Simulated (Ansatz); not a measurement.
# SnOs (hypothetical, Pm-3m): a volume series of phonon spectra, part 2 of 5

Aim: how the vibrations of SnOs (hypothetical) shift with volume, and the expansion that follows. The crystal structure is hypothetical: it was made by swapping elements on a known structure type.

Ansatz 0.2.0; DFT PBE, scalar-relativistic, plane waves, PAW.

So far. Step 2 (Probe on a coarse mesh): The start is under 139 GPa at this level and looks like a metal on this mesh.

**4. Finding the static equilibrium**

Phonons are second derivatives about a minimum, so cell and atoms are relaxed first, inside the symmetry of the start.

Input file input.yaml:

```yaml
crystal:
  lattice:
    - [3.2557581579, 0.0, 0.0]
    - [0.0, 3.2557581579, 0.0]
    - [0.0, 0.0, 3.2557581579]
  atoms:
    - { symbol: Sn, position: [0.5, 0.5, 0.5] }
    - { symbol: Os, position: [0.0, 0.0, 0.0] }
kpoints:
  mp_grid: { grid: [14, 14, 14] }
hamiltonian:
  xc: pbe
scf:
  occupations: { method: gaussian, width: 0.1 }
output:
  forces: true
  stress: true
  eigenvalues: true
  write_density: true
  write_potential: true
  elf: true
  volumetric_format: npy
relax:
  adjacent_minimum: "off"
  f_tol: 0.005
  max_steps: 80
  cell: { stress_tol: 0.05 }
```

The run is started by

```
$ ansatz run input.yaml --threads 4 --pin off --max-ram 8192MiB --backend cpu --events-out ev --progress --plain --runs-dir out
```

Numbers of over 12 decimals in the logs are rounded to 6 here.

The program printed:

```text
[...]
Crystal: 2 atoms, lattice volume = 34.511 Å³
Basis set: ecut = 420 eV, 691 PW (Γ), exchange–correlation on 48×48×48 points (8 copies of the dense FFT grid, shifted against one another)
Bands: 19, of which v1, the nominal top of the filled ones, is band 15 counted from 1 (14 counted from 0)
Symmetry: 48 space group operations
[...]
k-points: 120 of 2744
[...]
SCF iter   1: F=—  HF=-17407.866627 eV  |F-HF|=—  |Δ(HF+E_count)|=         —  Δρ=6.04e-3  dr2=2.30e-2  ethr=1.77e-3  ⟨swp⟩=5.5  Hψ=9682  notcnv=0
[...]
SCF iter   6: F=-17407.861178 eV  HF=-17407.861178 eV  |F-HF|=4.55e-10  |Δ(HF+E_count)|=   1.05e-8  Δρ=1.85e-6  dr2=8.39e-10  ethr=5.82e-11  ⟨swp⟩=5.5  Hψ=12166  notcnv=0
SCF 1 converged in 6 iterations: F = -17407.861178 eV  dr2 = 8.39e-10
[...]
relax step   1: F+E_penalty+E_count = -17407.86117778 eV  Δ(F+E_penalty+E_count) = +0.000e0 eV  max|allowed force component| = 1.712e-28 eV/Å  Δτ_max = 0.0000 Å  P = -0.425 GPa  Ω = 34.511 Å³  (6 SCF iters, dr2 threshold 1.00e-7 eV, accepted)
Crystal: 2 atoms, lattice volume = 34.247 Å³
[...]
SCF iter   6: F=-17407.860851 eV  HF=-17407.860851 eV  |F-HF|=0.00e0  |Δ(HF+E_count)|=  1.09e-11  Δρ=8.79e-8  dr2=1.47e-12  ethr=1.00e-12  ⟨swp⟩=4.5  Hψ=9737  notcnv=0
SCF 2 converged in 6 iterations: F = -17407.860851 eV  dr2 = 1.47e-12
relax step   2: F+E_penalty+E_count = -17407.86085094 eV  Δ(F+E_penalty+E_count) = +3.268e-4 eV  max|allowed force component| = 2.104e-30 eV/Å  Δτ_max = 0.0000 Å  P = +1.080 GPa  Ω = 34.247 Å³  energy of the carried Pulay correction = +2.017e-4 eV  (6 SCF iters, dr2 threshold 2.00e-7 eV, rejected (line search))
Crystal: 2 atoms, lattice volume = 34.436 Å³
[...]
SCF iter   6: F=-17407.861336 eV  HF=-17407.861336 eV  |F-HF|=3.64e-12  |Δ(HF+E_count)|=  3.64e-12  Δρ=6.28e-8  dr2=6.79e-13  ethr=1.00e-12  ⟨swp⟩=4.4  Hψ=9504  notcnv=0
SCF 3 converged in 6 iterations: F = -17407.861336 eV  dr2 = 6.79e-13
relax step   3: F+E_penalty+E_count = -17407.86133554 eV  Δ(F+E_penalty+E_count) = -1.578e-4 eV  max|allowed force component| = 3.879e-30 eV/Å  Δτ_max = 0.0000 Å  P = -0.005 GPa  Ω = 34.436 Å³  energy of the carried Pulay correction = +5.713e-5 eV  (6 SCF iters, accepted)
[...]
SCF iter   8: F=-17407.861266 eV  HF=-17407.861266 eV  |F-HF|=1.46e-11  |Δ(HF+E_count)|=  1.46e-11  Δρ=5.33e-10  dr2=8.80e-17  ethr=1.00e-12  ⟨swp⟩=2.2  Hψ=5760  notcnv=0
SCF 4 converged in 8 iterations: F = -17407.861266 eV  dr2 = 8.80e-17
relax step   4: F+E_penalty+E_count = -17407.86126631 eV  Δ(F+E_penalty+E_count) = +6.923e-5 eV  max|allowed force component| = 4.667e-30 eV/Å  Δτ_max = 0.0000 Å  P = -0.004 GPa  Ω = 34.436 Å³  stress off target by 3.85e-3 GPa  SCF on the basis re-selected at this cell (its energy is not comparable with the rows above)  (8 SCF iters)
basis re-selected at this cell: Δ(F+E_penalty+E_count) = +6.923e-5 eV, ΔP = +0.001 GPa vs the last step (what re-selecting the basis moved, of the pressure what is left beyond the Pulay correction that the steps carried, after the strain that the cell walked since its last selection, with what the two solves' SCF thresholds leave and, on support functions, any second-order correction that the steps lacked; it is no m [...]
SCF converged after 8 iterations
Free energy (F): -17407.861266 eV
[...]
Internal energy: -17407.858987 eV  (E = F + TS)
E sigma→0 (E₀):  -17407.860127 eV
Entropy (-TS):   -0.002279 eV (-1.139 meV/atom)
Fermi energy:    19.673334 eV
[...]
--- Stress (GPa, compression-positive) ---
       -0.003847       0.000000       0.000000
       -0.000000      -0.003847       0.000000
       -0.000000      -0.000000      -0.003847
  P = ⅓ Tr σ = -0.0038 GPa (-0.038 kbar)
--- Band table (eV; the first three rows and the last of 120) ---
  k-point 0: bands = [... 11 lower, 15.8470, 19.0287, 19.0287, 19.0287, 21.9551, 21.9551, 21.9551, 26.3936]
  k-point 1: bands = [... 11 lower, 15.8601, 18.8189, 18.8189, 19.0270, 21.4579, 22.2571, 22.2571, 26.8461]
  k-point 2: bands = [... 11 lower, 15.8972, 18.3616, 18.3616, 19.0221, 20.5274, 22.9921, 22.9921, 27.5754]
  k-point 119: bands = [... 11 lower, 13.8307, 16.1186, 20.2903, 20.2903, 22.2571, 22.2571, 22.2571, 23.7095]
--- Relaxed structure (3 steps of the walk, 2 accepted, 1 SCFs on fresh bases) ---
[...]
cell:  # Å, volume = 34.4361 Å³
    - [3.253403, 0, 0.0]
    - [0, 3.253403, 0.0]
    - [0.0, 0.0, 3.253403]
  atoms:
    - { symbol: Sn, position: [0.5, 0.5, 0.5] }
    - { symbol: Os, position: [0, 0, 0] }
```

Wall time 4.6 s (4 threads of Arm Neoverse V2, shared host); peak memory 0.4 GiB.

Little changed from the start: no atom moved by 0.005 Å and no cell edge by 0.1 %.

This step gave:

* pressure: -0.003847 GPa
* volume per atom: 17.22 Å³

Electrostatic potential energy in the ac plane at fractional y = 0.500, with atoms of Sn within 0.2 Å of it. With pseudopotentials it is smooth inside the atoms' cores, unlike the true potential.

Values in eV, 14 rows by 14 columns, each cell a mean:
```
21 21 21 20 20 19 18 18 18 19 20 21 21 21
21 21 20 19 18 15 14 13 14 16 18 19 20 21
21 20 19 17 13  7  4  3  4  8 14 17 19 21
21 20 18 13  5  1  2  4  2  1  6 14 18 20
20 19 15  7  1  8 21 27 20  6  1  8 16 19
19 18 13  3  4 26 49 56 47 20  2  4 14 18
19 17 12  2  6 35 56 56 56 27  4  3 13 18
19 18 12  3  4 28 51 56 49 21  2  4 14 18
20 19 14  6  1 12 28 35 26  8  1  7 15 19
20 20 17 12  4  1  4  6  4  1  5 13 18 20
21 20 19 17 12  6  3  2  3  7 13 17 19 20
21 21 20 19 17 14 12 12 13 15 18 19 20 21
21 21 21 20 20 19 18 17 18 19 20 20 21 21
21 21 21 21 20 20 19 19 19 20 21 21 21 21
```
Columns run along a (3.3 Å; values clipped at the 3rd and 97th percentile), rows up along c (3.3 Å). Atoms in or near the plane, at fractional coordinates: Sn at (0.50, 0.50).

ELF in the ac plane at fractional y = 0.500, with atoms of Sn within 0.2 Å of it. It is the smooth field of the valence electrons, not physical close to the nuclei.

Ten even steps from '_' (0.00) to '@' (0.39):
```
@@@@@@@@%%##**++++++++**##%%@@@@@@
@@@@@@@@%%%%##**++++**##%%%%@@@@@@
%%@@@@@@%%##************##%%@@@@@@
%%%%%%%%##****########****##%%%%%%
####%%##**##**++====++**##**##%%##
****##******==::....::==******##**
++++****##++::________::++##****++
++++++**##==..________..==##**++++
++++++**##==..________..==##**++++
++++****##++::________::++##****++
****##******==::....::==******##**
####%%##**##**++====++**##**##%%##
%%%%%%%%##****########****##%%%%%%
%%@@@@@@%%##************##%%@@@@@@
@@@@@@@@%%%%##**++++**##%%%%@@@@@@
@@@@@@@@%%##**++++++++**##%%@@@@@@
@@@@@@%%%%##**++++++++**##%%%%@@@@
```
Columns run along a (3.3 Å), rows up along c (3.3 Å). Atoms in or near the plane, at fractional coordinates: Sn at (0.50, 0.50).

Valence density in the ac plane at fractional y = 0.500, with atoms of Sn within 0.2 Å of it. It is the smooth field of the valence electrons, not physical close to the nuclei.

Ten even steps from '0' (0 e/Å³) to '9' (15 e/Å³):
```
00000000000000000
00000000000000000
00000000000000000
00000000000000000
00000001111000000
00000012332100000
00000124774210000
00000137997310000
00000137997310000
00000124774210000
00000012332100000
00000001111000000
00000000000000000
00000000000000000
00000000000000000
00000000000000000
00000000000000000
```
Columns run along a (3.3 Å), rows up along c (3.3 Å). Atoms in or near the plane, at fractional coordinates: Sn at (0.50, 0.50).

**5. Tight relaxation**

The relaxation is repeated with tighter thresholds on force and stress, since phonons are sensitive to what is left; a change of mesh or smearing in the input moves the cell too.

Input file input.yaml:

```yaml
crystal:
  lattice:
    - [3.2534030746, 0.0, 0.0]
    - [0.0, 3.2534030746, 0.0]
    - [0.0, 0.0, 3.2534030746]
  atoms:
    - { symbol: Sn, position: [0.5, 0.5, 0.5] }
    - { symbol: Os, position: [0.0, 0.0, 0.0] }
kpoints:
  mp_grid: { grid: [16, 16, 16] }
hamiltonian:
  xc: pbe
scf:
  occupations: { method: methfessel_paxton, width: 0.15 }
output:
  forces: true
  stress: true
  eigenvalues: true
relax:
  adjacent_minimum: "off"
  f_tol: 0.001
  max_steps: 60
  cell: { stress_tol: 0.01 }
```

The program printed:

```text
[...]
Crystal: 2 atoms, lattice volume = 34.436 Å³
Basis set: ecut = 420 eV, 691 PW (Γ), exchange–correlation on 48×48×48 points (8 copies of the dense FFT grid, shifted against one another)
Bands: 19, of which v1, the nominal top of the filled ones, is band 15 counted from 1 (14 counted from 0)
Symmetry: 48 space group operations
[...]
k-points: 165 of 4096
[...]
k-point 164: bands = [... 11 lower, 13.8201, 16.1060, 20.2704, 20.2704, 22.2407, 22.2407, 22.2407, 23.6892]
--- Relaxed structure (3 steps of the walk, 2 accepted, 1 SCFs on fresh bases) ---
[...]
cell:  # Å, volume = 34.4575 Å³
    - [3.254078, 0.0, 0.0]
    - [0, 3.254078, 0.0]
    - [0.0, 0.0, 3.254078]
  atoms:
    - { symbol: Sn, position: [0.5, 0.5, 0.5] }
    - { symbol: Os, position: [0, 0, 0.0] }
[key lines of the parts left out:]
SCF converged after 6 iterations
Free energy (F): -17407.859991 eV
Fermi energy:    19.699147 eV
P = ⅓ Tr σ = -0.0003 GPa (-0.003 kbar)
```

Elapsed: 5.2 s, on 4 threads; peak memory 0.41 GiB.

Little changed from the start: no atom moved by 0.005 Å and no cell edge by 0.1 %.

This step gave:

* pressure: -3.33e-4 GPa
* volume per atom: 17.23 Å³

The residual pressure is -3.3e-4 GPa, small enough for phonons.

**6. Other settings for the ground state: basis.xc_grid = 2 and hamiltonian.hubbard**

One run with other settings shows how much the ground state depends on them.

This step: DFT PBE, scalar-relativistic, plane waves, PAW; settings changed (Ansatz 0.2.0).

input.yaml, as its differences from that of step 5:

```diff
@@ -12,2 +12,3 @@
   xc: pbe
+  hubbard: { sites: [{ species: Os, l: d, u_eff: 3.0 }], double_counting: amf }
 scf:
@@ -16,4 +17,4 @@
   forces: true
+  eigenvalues: true
   stress: true
-  eigenvalues: true
 relax:
@@ -23 +24,3 @@
   cell: { stress_tol: 0.01 }
+basis:
+  xc_grid: 2
```

The program printed:

```text
Sn: projections on atomic orbitals take those of the free atom [Kr] 4d10 5s2 5p2, of charge +0.00 (hamiltonian.pseudopotentials.projection_atoms); the dataset's partial waves leave at most 5.0e-6 of an orbital's norm unspanned inside its sphere
Os: projections on atomic orbitals take those of the free atom [Kr 4d10 4f14] 5s2 5p6 5d6 6s2, of charge +0.00 (hamiltonian.pseudopotentials.projection_atoms); the dataset's partial waves leave at most 7.8e-5 of an orbital's norm unspanned inside its sphere
[...]
Crystal: 2 atoms, lattice volume = 34.436 Å³
Basis set: ecut = 420 eV, 691 PW (Γ), exchange–correlation on 48×48×48 points (8 copies of the dense FFT grid, shifted against one another)
Bands: 19, of which v1, the nominal top of the filled ones, is band 15 counted from 1 (14 counted from 0)
Symmetry: 48 space group operations
[...]
k-points: 165 of 4096
[...]
SCF iter   8: F=-17407.945252 eV  HF=-17407.945252 eV  |F-HF|=2.18e-10  |Δ(HF+E_count)|=   3.10e-8  S|Δr|=    0.00e0  Δρ=1.62e-6  dr2=3.69e-10  ethr=9.52e-11  ⟨swp⟩=2.4  Hψ=10141  notcnv=0
SCF 1 converged in 8 iterations: F = -17407.945252 eV  dr2 = 3.69e-10
[...]
relax step   1: F+E_penalty+E_count = -17407.94525198 eV  Δ(F+E_penalty+E_count) = +0.000e0 eV  max|allowed force component| = 5.128e-30 eV/Å  Δτ_max = 0.0000 Å  P = +0.419 GPa  Ω = 34.436 Å³  (8 SCF iters, dr2 threshold 1.00e-7 eV, accepted)
Crystal: 2 atoms, lattice volume = 34.694 Å³
[...]
SCF iter   5: F=-17407.944558 eV  HF=-17407.944558 eV  |F-HF|=1.35e-8  |Δ(HF+E_count)|=   4.03e-8  S|Δr|=    0.00e0  Δρ=1.08e-5  dr2=3.64e-8  ethr=6.67e-10  ⟨swp⟩=3.2  Hψ=10791  notcnv=0
SCF 2 converged in 5 iterations: F = -17407.944558 eV  dr2 = 3.64e-8
relax step   2: F+E_penalty+E_count = -17407.94455770 eV  Δ(F+E_penalty+E_count) = +6.943e-4 eV  max|allowed force component| = 1.841e-29 eV/Å  Δτ_max = 0.0000 Å  P = -1.023 GPa  Ω = 34.694 Å³  energy of the carried Pulay correction = -1.990e-4 eV  (5 SCF iters, dr2 threshold 2.00e-7 eV, rejected (line search))
Crystal: 2 atoms, lattice volume = 34.511 Å³
[...]
SCF iter   8: F=-17407.945291 eV  HF=-17407.945291 eV  |F-HF|=7.28e-12  |Δ(HF+E_count)|=  3.64e-12  S|Δr|=    0.00e0  Δρ=1.42e-8  dr2=4.66e-14  ethr=1.00e-12  ⟨swp⟩=3.5  Hψ=12801  notcnv=0
SCF 3 converged in 8 iterations: F = -17407.945291 eV  dr2 = 4.66e-14
relax step   3: F+E_penalty+E_count = -17407.94529060 eV  Δ(F+E_penalty+E_count) = -3.862e-5 eV  max|allowed force component| = 8.546e-31 eV/Å  Δτ_max = 0.0000 Å  P = -0.005 GPa  Ω = 34.511 Å³  energy of the carried Pulay correction = -5.766e-5 eV  (8 SCF iters, accepted)
[...]
SCF iter   6: F=-17407.945344 eV  HF=-17407.945344 eV  |F-HF|=1.46e-11  |Δ(HF+E_count)|=  1.09e-11  S|Δr|=    0.00e0  Δρ=2.22e-8  dr2=6.36e-14  ethr=1.00e-12  ⟨swp⟩=3.2  Hψ=14191  notcnv=0
SCF 4 converged in 6 iterations: F = -17407.945344 eV  dr2 = 6.36e-14
relax step   4: F+E_penalty+E_count = -17407.94534407 eV  Δ(F+E_penalty+E_count) = -5.347e-5 eV  max|allowed force component| = 4.142e-30 eV/Å  Δτ_max = 0.0000 Å  P = -0.005 GPa  Ω = 34.511 Å³  stress off target by 5.14e-3 GPa  SCF on the basis re-selected at this cell (its energy is not comparable with the rows above)  (6 SCF iters)
[...]
SCF converged after 6 iterations
[...]
Free energy (F): -17407.945344 eV
[...]
Internal energy: -17407.945344 eV  (E = F + TS)
E sigma→0 (E₀):  -17407.945344 eV
Entropy (-TS):   -0.000000 eV (-0.000 meV/atom)
Fermi energy:    19.716639 eV
[...]
DFT+U double counting: amf (around mean field; hamiltonian.hubbard.double_counting)
[...]
--- Stress (GPa, compression-positive) ---
       -0.005138       0.000000      -0.000000
        0.000000      -0.005138      -0.000000
       -0.000000      -0.000000      -0.005138
  P = ⅓ Tr σ = -0.0051 GPa (-0.051 kbar)
--- Band table (eV; the first three rows and the last of 165) ---
  k-point 0: bands = [... 11 lower, 16.0994, 18.7601, 18.7601, 18.7601, 21.9059, 21.9059, 21.9059, 26.3099]
  k-point 1: bands = [... 11 lower, 16.1095, 18.6048, 18.6048, 18.7588, 21.5178, 22.1316, 22.1316, 26.6720]
  k-point 2: bands = [... 11 lower, 16.1386, 18.2399, 18.2399, 18.7550, 20.7341, 22.7090, 22.7090, 27.3337]
  k-point 164: bands = [... 11 lower, 13.6645, 16.0704, 20.5306, 20.5306, 22.1966, 22.1966, 22.1966, 23.6412]
Occupation matrices written to <dir>
--- Relaxed structure (3 steps of the walk, 2 accepted, 1 SCFs on fresh bases) ---
[...]
cell:  # Å, volume = 34.5107 Å³
    - [3.255751, 0, 0]
    - [0, 3.255751, 0]
    - [0, 0, 3.255751]
  atoms:
    - { symbol: Sn, position: [0.5, 0.5, 0.5] }
    - { symbol: Os, position: [0, 0, 0] }
```

Wall time 8.1 s (4 threads); peak memory 0.48 GiB; 30 s of CPU time.

Little changed from the start: no atom moved by 0.005 Å and no cell edge by 0.1 %.

Numbers from this step:

```
pressure        : -0.005138 GPa
volume per atom : 17.26 Å³
```

[end of part 2 of 5]

[Logs are printed without paths, hosts, clocks, repeated set-up lines and the standing remarks that a program may print on its own settings, such as how far it seeks lower states.]

[Hosts, paths, dates, database ids (printed as entryN), source tags and the programs' standing remarks are cut or masked in the printed files.]

[A step with changed settings may run another functional than the one named; its input shows which.]


